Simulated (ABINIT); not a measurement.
**GeH2 (P-3m1): zone-centre phonons**

Aim: the zone-centre modes of GeH2 (P-3m1).

Method: DFT LDA, scalar-relativistic, plane waves, HGH norm-conserving pseudopotentials, in ABINIT 10.8.3.

Report form: the programs' logs are mostly left out.

The structure was built from a prototype and need not be the compound's stable phase.

## 1. Starting point

The structure is trigonal, space group P-3m1 (No. 164). Conventional cell: a = 3.335 Å, b = 3.335 Å, c = 5.403 Å, α = 90.00°, β = 90.00°, γ = 120.00°. Nearest to Ge lie 6 H at 2.35 Å. Nearest to H lie 3 Ge at 2.35 Å. Farther neighbours are not listed.

## 2. A first look

A first run with smearing and empty bands tells whether the crystal has a gap, which decides between fixed occupations and smearing later on.

Contents of probe.abi:

```
# ground state
tolvrs 1.0d-08
prtden 1
prtwf 1

# basis, mesh and filling
ecut 35.0
ixc 7
ngkpt 6 6 4
nshiftk 1
shiftk 0.0 0.0 0.0
istwfk *1
occopt 7
tsmear 0.005
nband 8
nstep 100
diemac 9.0
prtebands 0
prtgsr 0

# cell and atoms
acell 3*1.0 Angstrom
rprim 
    3.334997274 0.0 0.0
    -1.667498637 2.888192361 0.0
    0.0 0.0 5.4027
ntypat 2
znucl 32 1
natom 3
typat 1 2 2
xred 
    0.0 0.0 0.0
    1/3 2/3 0.25
    2/3 1/3 0.75
pp_dirpath "./pseudo"
pseudos "Ge.hgh, H.hgh"
```

Run with:

```sh
$ OMP_NUM_THREADS=1 mpirun -n 4 abinit probe.abi > probe.log
```

Wall time 4.7 s (4 MPI ranks of Arm Neoverse V1, shared host); 19 s of CPU time.

This step gave:

```yaml
volume_per_atom: 17.35 Å³
pressure: -9.961 GPa
gap_on_the_k_mesh: 0 eV
```

No gap opens on this mesh, so smearing is kept; the printed pressure holds the stress of the finite basis too.

## 3. Rough relaxation

The typed start is rough, so a first relaxation with smearing and loose thresholds takes it towards rest cheaply.

Contents of prerelax.abi:

```
# relaxation
ionmov 2
optcell 2
dilatmx 1.15
chkdilatmx 0
ntime 40
tolmxf 3.0d-04
tolvrs 1.0d-10
prtwf 0
prtden 0
chksymtnons 0

# basis, mesh and filling
ecut 35.0
ecutsm 3.0
ixc 7
ngkpt 6 6 4
nshiftk 1
shiftk 0.0 0.0 0.0
istwfk *1
occopt 7
tsmear 0.005
nband 8
nstep 100
diemac 1000000.0
prtebands 0
prtgsr 0

# cell and atoms
acell 3*1.0 Angstrom
rprim 
    3.334997274 0.0 0.0
    -1.667498637 2.888192361 0.0
    0.0 0.0 5.4027
ntypat 2
znucl 32 1
natom 3
typat 1 2 2
xred 
    0.0 0.0 0.0
    1/3 2/3 0.25
    2/3 1/3 0.75
pp_dirpath "./pseudo"
pseudos "Ge.hgh, H.hgh"
```

Run with:

```sh
$ OMP_NUM_THREADS=1 mpirun -n 4 abinit prerelax.abi > prerelax.log
```

The job ended after 1.8 min (4 MPI ranks).

Step by step:

```csv
step,energy less that of the first step (eV),largest force (eV/Å),volume (Å³)
1,0.0000,1.1498,52.04
2,-0.1212,1.1461,50.52
3,22.7541,10.4625,8.37
4,-0.5649,1.0191,45.16
5,-0.8551,0.9411,41.39
6,-0.8478,0.9830,25.90
7,-1.2289,0.1718,33.66
8,-1.2474,0.0665,32.93
9,-1.2941,0.1838,31.40
10,-1.3334,0.3238,30.59
11,-1.3673,0.3545,29.74
12,-1.3708,0.3153,29.85
13,-1.3734,0.2807,29.99
14,-1.3761,0.2574,30.21
15,-1.3786,0.0728,31.35
16,-1.3876,0.1322,30.73
17,-1.4072,0.1671,29.06
18,-1.4147,0.1045,28.10
19,-1.4173,0.0252,28.08
20,-1.4176,0.0005,28.22
21,-1.4176,0.0002,28.23
```

```csv
cell as run,before,after,change
a (Å),3.335,3.131,-6.1 %
b (Å),3.335,3.131,-6.1 %
c (Å),5.403,3.325,-38.5 %
volume (Å³/atom),17.35,9.41,-45.8 %
```

The atoms that moved most (Å, as changes of fractional coordinates times the final cell):

| atom | dx | dy | dz | length |
| --- | --- | --- | --- | --- |
| H2 | 0.000 | 0.000 | -0.053 | 0.053 |
| H3 | 0.000 | 0.000 | 0.053 | 0.053 |

The relaxed structure:

```cif
data_structure
_symmetry_space_group_name_H-M 'P 1'
_symmetry_Int_Tables_number 1
_cell_length_a 3.1313
_cell_length_b 3.1313
_cell_length_c 3.3246
_cell_angle_alpha 90.000
_cell_angle_beta 90.000
_cell_angle_gamma 120.000
_cell_volume 28.23
loop_
_atom_site_label
_atom_site_type_symbol
_atom_site_fract_x
_atom_site_fract_y
_atom_site_fract_z
_atom_site_occupancy
Ge1 Ge 0.00000 0.00000 0.00000 1
H2 H 0.33333 0.66667 0.23409 1
H3 H 0.66667 0.33333 0.76591 1
```

Read from the output:

- volume per atom: 9.410 Å³
- pressure: 0.01478 GPa

The volume changes by -45.8 % in this run and stands -45.8 % from the first cell.

## 4. Rough relaxation

The cell changed much, so the rough relaxation is repeated on a basis made for the new cell.

prerelax.abi, as its differences from that of step 3:

```diff
@@ -16,3 +16,3 @@
 ixc 7
-ngkpt 6 6 4
+ngkpt 6 6 6
 nshiftk 1
@@ -31,5 +31,5 @@
 rprim 
-    3.334997274 0.0 0.0
-    -1.667498637 2.888192361 0.0
-    0.0 0.0 5.4027
+    3.131278213 0.0 0.0
+    -1.565639106 2.711766479 0.0
+    0.0 0.0 3.324579759
 ntypat 2
@@ -40,4 +40,4 @@
     0.0 0.0 0.0
-    1/3 2/3 0.25
-    2/3 1/3 0.75
+    1/3 2/3 0.2340919419
+    2/3 1/3 0.7659080581
 pp_dirpath "./pseudo"
```

It took 35 s on 4 MPI ranks.

Relaxation path:

```csv
step,energy less that of the first step (eV),largest force (eV/Å),volume (Å³)
1,0.0000,0.0049,28.23
2,-0.0008,0.0004,28.14
3,-0.0047,0.0482,27.32
4,-0.0053,0.0468,27.29
5,-0.0071,0.0278,27.24
6,-0.0071,0.0260,27.24
7,-0.0072,0.0145,27.24
8,-0.0073,0.0047,27.22
9,-0.0073,0.0012,27.19
```

```csv
"conventional cell, symmetrised",before,after,change
a (Å),3.131,3.137,+0.2 %
b (Å),3.131,3.137,+0.2 %
c (Å),3.325,3.191,-4.0 %
volume (Å³/atom),9.41,9.06,-3.7 %
```

The atoms that moved most (Å, as changes of fractional coordinates times the final cell):

| atom | dx | dy | dz | length |
| --- | --- | --- | --- | --- |
| H2 | 0.000 | 0.000 | 0.011 | 0.011 |
| H3 | 0.000 | 0.000 | -0.011 | 0.011 |

The relaxed structure:

```cif
data_structure
_symmetry_space_group_name_H-M 'P 1'
_symmetry_Int_Tables_number 1
_cell_length_a 3.1368
_cell_length_b 3.1368
_cell_length_c 3.1910
_cell_angle_alpha 90.000
_cell_angle_beta 90.000
_cell_angle_gamma 120.000
_cell_volume 27.19
loop_
_atom_site_label
_atom_site_type_symbol
_atom_site_fract_x
_atom_site_fract_y
_atom_site_fract_z
_atom_site_occupancy
Ge1 Ge 0.00000 0.00000 0.00000 1
H2 H 0.33333 0.66667 0.23759 1
H3 H 0.66667 0.33333 0.76241 1
```

This step gave:

```yaml
volume_per_atom: 9.064 Å³
pressure: -0.05441 GPa
```

The volume changes by -3.7 % in this run and stands -47.7 % from the first cell.

## 5. Relaxing the cell and atoms

The harmonic expansion needs vanishing forces, and a free crystal bears no stress, so cell and atoms are brought to rest. Stress is more sensitive to the basis than forces are: the last 3 Ha under the cutoff are smoothed with ecutsm, and the cutoff is raised above that of the later runs.

Contents of relax.abi:

```
# relaxation
ionmov 2
optcell 2
dilatmx 1.08
ntime 40
tolmxf 1.0d-05
tolvrs 1.0d-14
prtwf 0
prtden 0
chksymtnons 0

# basis, mesh and filling
ecut 43.0
ecutsm 3.0
ixc 7
ngkpt 9 9 8
nshiftk 1
shiftk 0.0 0.0 0.0
istwfk *1
occopt 6
tsmear 0.01
nband 8
nstep 100
diemac 1000000.0
prtebands 0
prtgsr 0

# cell and atoms
acell 3*1.0 Angstrom
rprim 
    3.136845364 0.0 0.0
    -1.568422682 2.716587773 0.0
    0.0 0.0 3.19101445
ntypat 2
znucl 32 1
natom 3
typat 1 2 2
xred 
    0.0 0.0 0.0
    1/3 2/3 0.2375915864
    2/3 1/3 0.7624084136
pp_dirpath "./pseudo"
pseudos "Ge.hgh, H.hgh"
```

Run with:

```sh
$ OMP_NUM_THREADS=1 mpirun -n 4 abinit relax.abi > relax.log
```

Elapsed: 2.6 min, on 4 MPI ranks.

Step by step:

```csv
step,energy less that of the first step (eV),largest force (eV/Å),volume (Å³)
1,0.0000,0.0252,27.19
2,-0.0008,0.0256,27.17
3,-0.0215,0.0496,26.33
4,-0.0215,0.1348,25.39
5,-0.0255,0.0717,25.98
6,-0.0265,0.0822,25.82
7,-0.0268,0.0875,25.68
8,-0.0270,0.0836,25.65
9,-0.0282,0.0436,25.48
10,-0.0285,0.0343,25.48
11,-0.0297,0.0020,25.56
12,-0.0300,0.0065,25.66
13,-0.0300,0.0022,25.72
14,-0.0300,0.0003,25.72
```

```
conventional cell, symmetrised  before  after   change
                         a (Å)   3.137  3.248   +3.5 %
                         b (Å)   3.137  3.248   +3.5 %
                         c (Å)   3.191  2.815  -11.8 %
              volume (Å³/atom)    9.06   8.57   -5.4 %
```

The atoms that moved most (Å, as changes of fractional coordinates times the final cell):

| atom | dx | dy | dz | length |
| --- | --- | --- | --- | --- |
| H2 | 0.000 | 0.000 | -0.055 | 0.055 |
| H3 | 0.000 | 0.000 | 0.055 | 0.055 |

The relaxed structure:

```cif
data_structure
_symmetry_space_group_name_H-M 'P 1'
_symmetry_Int_Tables_number 1
_cell_length_a 3.2480
_cell_length_b 3.2480
_cell_length_c 2.8154
_cell_angle_alpha 90.000
_cell_angle_beta 90.000
_cell_angle_gamma 120.000
_cell_volume 25.72
loop_
_atom_site_label
_atom_site_type_symbol
_atom_site_fract_x
_atom_site_fract_y
_atom_site_fract_z
_atom_site_occupancy
Ge1 Ge 0.00000 0.00000 0.00000 1
H2 H 0.33333 0.66667 0.21792 1
H3 H 0.66667 0.33333 0.78208 1
```

Numbers from this step:

- volume per atom: 8.574 Å³
- pressure: -0.002257 GPa

The volume changes by -5.4 % in this run and stands -50.6 % from the first cell.

## 6. Ground state

The response is built on these wavefunctions, so the potential is converged far more tightly than an energy would need. Smearing stays on, as the first look found no gap above 0.3 eV.

Contents of gs.abi:

```
# ground state
tolvrs 1.0d-16
prtden 1
prtwf 1

# basis, mesh and filling
ecut 35.0
ixc 7
ngkpt 9 9 8
nshiftk 1
shiftk 0.0 0.0 0.0
istwfk *1
occopt 6
tsmear 0.01
nband 8
nstep 100
diemac 1000000.0
prtebands 0
prtgsr 0

# cell and atoms
acell 3*1.0 Angstrom
rprim 
    3.248041898 0.0 0.0
    -1.624020949 2.812886796 0.0
    0.0 0.0 2.815448619
ntypat 2
znucl 32 1
natom 3
typat 1 2 2
xred 
    0.0 0.0 0.0
    1/3 2/3 0.2179208027
    2/3 1/3 0.7820791973
pp_dirpath "./pseudo"
pseudos "Ge.hgh, H.hgh"
```

Run with:

```sh
$ OMP_NUM_THREADS=1 mpirun -n 4 abinit gs.abi > gs.log
```

Run time: 8.9 s. Hardware: 4 MPI ranks.

This step gave:

| Property | Result |
| --- | --- |
| pressure | -0.7149 GPa |

The cell stands at -0.71 GPa: the relaxation ran with a smoothed and higher cutoff, and the difference is a stress of the finite basis.

## 7. Zone-centre response

At q = 0 one unit cell holds all displacements. The response is solved for single atoms along the cell's directions, and symmetry skips those that follow from others. The crystal is treated as a metal, which screens a static field, so no field response is asked.

Contents of dfpt_gamma.abi:

```

# common to the responses
getwfk_filepath "gso_WFK"
kptopt 2
nqpt 1
qpt 0.0 0.0 0.0
asr 0
chneut 0

# displacements
rfphon 1
rfatpol 1 3
rfdir 1 1 1
tolvrs 1.0d-10
prtwf 0

# basis, mesh and filling
ecut 35.0
ixc 7
ngkpt 9 9 8
nshiftk 1
shiftk 0.0 0.0 0.0
istwfk *1
occopt 6
tsmear 0.01
nband 8
nstep 100
diemac 1000000.0
prtebands 0
prtgsr 0

# cell and atoms
acell 3*1.0 Angstrom
rprim 
    3.248041898 0.0 0.0
    -1.624020949 2.812886796 0.0
    0.0 0.0 2.815448619
ntypat 2
znucl 32 1
natom 3
typat 1 2 2
xred 
    0.0 0.0 0.0
    1/3 2/3 0.2179208027
    2/3 1/3 0.7820791973
pp_dirpath "./pseudo"
pseudos "Ge.hgh, H.hgh"
```

Run with:

```sh
$ OMP_NUM_THREADS=1 mpirun -n 4 abinit dfpt_gamma.abi > dfpt_gamma.log
```

The job ended after 47 s (4 MPI ranks).

Numbers from this step:

```
largest acoustic frequency at the zone centre before the sum rule : 0.19 cm⁻¹
highest optical zone-centre mode (no LO-TO term)                  : 871.4 cm⁻¹
lowest optical zone-centre mode                                   : -533.8 cm⁻¹
```

The acoustic modes at Γ come out as far as 0.2 cm⁻¹ from zero, where they should vanish, a small numerical error. The lowest optical mode is imaginary, 534i cm⁻¹, an instability at this level and on this k mesh.

## 8. Zone-centre analysis

anaddb reads the merged derivatives and imposes the acoustic sum rule.

Contents of anaddb.abi:

```
ddb_filepath "gamma_DDB"
output_file "anaddb.abo"
outdata_prefix "anaddb"
asr 1
chneut 1
enunit 2
eivec 1
nph1l 1
qph1l 0.0 0.0 0.0 1.0
```

Contents of mrgddb.in:

```
gamma_DDB
merged
2
dfpt_gammao_DDB
gso_DDB
```

Run with:

```sh
$ mrgddb < mrgddb.in > mrgddb.log
$ OMP_NUM_THREADS=1 anaddb anaddb.abi > anaddb.log
```

Elapsed: 0.52 s, on 1 thread.

No LO-TO term; unit eigenvectors of the mass-weighted matrix, from anaddb's displacements. Modes at Γ, with each element's share of the kinetic energy (negative means imaginary):

```csv
mode,frequency (cm⁻¹),Ge %,H %
1,-533.8,3,97
2,-533.8,3,97
3,0.0,97,3
4,0.0,97,3
5,0.0,97,3
6,515.3,3,97
7,861.6,0,100
8,871.4,0,100
9,871.4,0,100
```

Displacements in mode 1 (-533.8 cm⁻¹), the largest set to 1:
```
Ge1  0.00 -0.03  0.00
H2   0.00  1.00  0.00
H3   0.00  1.00  0.00
```

Displacements in mode 9 (871.4 cm⁻¹), the largest set to 1:
```
Ge1  0.00  0.00  0.00
H2   0.00 -1.00  0.00
H3   0.00  1.00  0.00
```

The rule moves no optical mode by more than 0.1 cm⁻¹.

## 9. Results

```json
{
  "space group after relaxation": "P-3m1",
  "volume per atom": "8.57 Å³",
  "highest optical zone-centre mode (no LO-TO term)": "871.4 cm⁻¹",
  "lowest optical zone-centre mode": "-533.8 cm⁻¹",
  "imaginary optical modes at the zone centre (no q mesh in this session)": "yes"
}
```

At the LDA level the optical modes of GeH2 (P-3m1) at the zone centre run from 534i to 871 cm⁻¹, so the structure is a saddle point, with 2 modes beyond 10i cm⁻¹ there. The base run prints -0.71 GPa, mostly the error of a finite basis; the relaxation, with a smoothed and higher cutoff, had brought the cell to rest. These are harmonic frequencies at zero temperature: anharmonic shifts and linewidths and thermal expansion are left out. The HGH files keep few electrons and have no core correction, which is cheap but rough for Ge. In a metal the frequencies hang on the k mesh and the smearing, most of all near Kohn anomalies. The structure is a hypothetical one, built on a prototype.

[Host names and launcher messages were left out of these logs when they were recorded.]

[Logs are printed without paths, hosts, clocks, repeated set-up lines and the standing remarks that a program may print on its own settings, such as how far it seeks lower states.]

[Hosts, paths, dates, database ids (printed as entryN), source tags and the programs' standing remarks are cut or masked in the printed files.]
